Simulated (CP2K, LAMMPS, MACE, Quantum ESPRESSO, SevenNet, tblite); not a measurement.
# Bulk modulus two ways: a static frame of liquid (Rb,Cs)F from 990 K (72 atoms), CP2K double zeta, revPBE+D3(BJ)

The cell holds 72 atoms (18 Rb, 18 Cs and 36 F). Recipe: 72 atoms (18 Rb, 18 Cs, 36 F) placed at random at 3.12 g/cm³, melted at 1800 K for 10 ps at fixed volume with the Lennard-Jones and Coulomb ion parameters for SPC/E (Joung and Cheatham, J. Phys. Chem. B 112, 9020 (2008)), full charges. Snapshot at the end of a hold of 20 ps at 990 K and fixed volume. Then the atoms were relaxed with SevenNet 0 in the fixed cell.

Calculated with CP2K 2026.2: revPBE+D3(BJ); DZVP-UZH, GTH-PBE potentials, 600 Ry; k-points Γ. The cell is scaled evenly by ±3 % in volume, and SevenNet 0 relaxes the atoms at each volume before the single point.

```
volume (Å³/atom)  energy less the middle row's (meV/atom)  pressure (GPa)
          33.120                                   -2.114           0.287
          34.145                                    0.000          -0.025
          35.169                                    5.552          -0.228
```

**Question.** Find the bulk modulus at the middle volume from the pressures and from the energies, and check the printed pressure against the slope of the energy (1 meV/Å³ = 0.16022 GPa).

**Working.**

The step is h = 1.024 Å³. From pressures: B = −V dP/dV = 34.145 × (0.287 − (-0.228)) / (2 × 1.024) = 8.60 GPa.

From energies: B = V d²E/dV² = 34.145 × (-2.114 + (5.552)) / 1.024² = 111.9 meV/Å³ = 17.9 GPa.

Slope: P = −dE/dV = −(5.552 − (-2.114)) / (2 × 1.024) = -3.74 meV/Å³ = -0.60 GPa, against -0.03 GPa printed.

The modulus from energies lies 108 % over that from pressures.

A central difference over ±3 % overstates P by about B(1 + B′)(0.03)²/6, some 0.01 GPa for B′ = 4, which is small against the gap found. The atoms follow SevenNet 0, so this level's forces do work along the path, which enters the energies but not the printed pressures.

Limits: three points, a static cell at zero temperature, the cell shape held.

[Logs are printed without paths, hosts, clocks, repeated set-up lines and the standing remarks that a program may print on its own settings, such as how far it seeks lower states.]

[Hosts, paths, dates, database ids (printed as entryN), source tags and the programs' standing remarks are cut or masked in the printed files.]
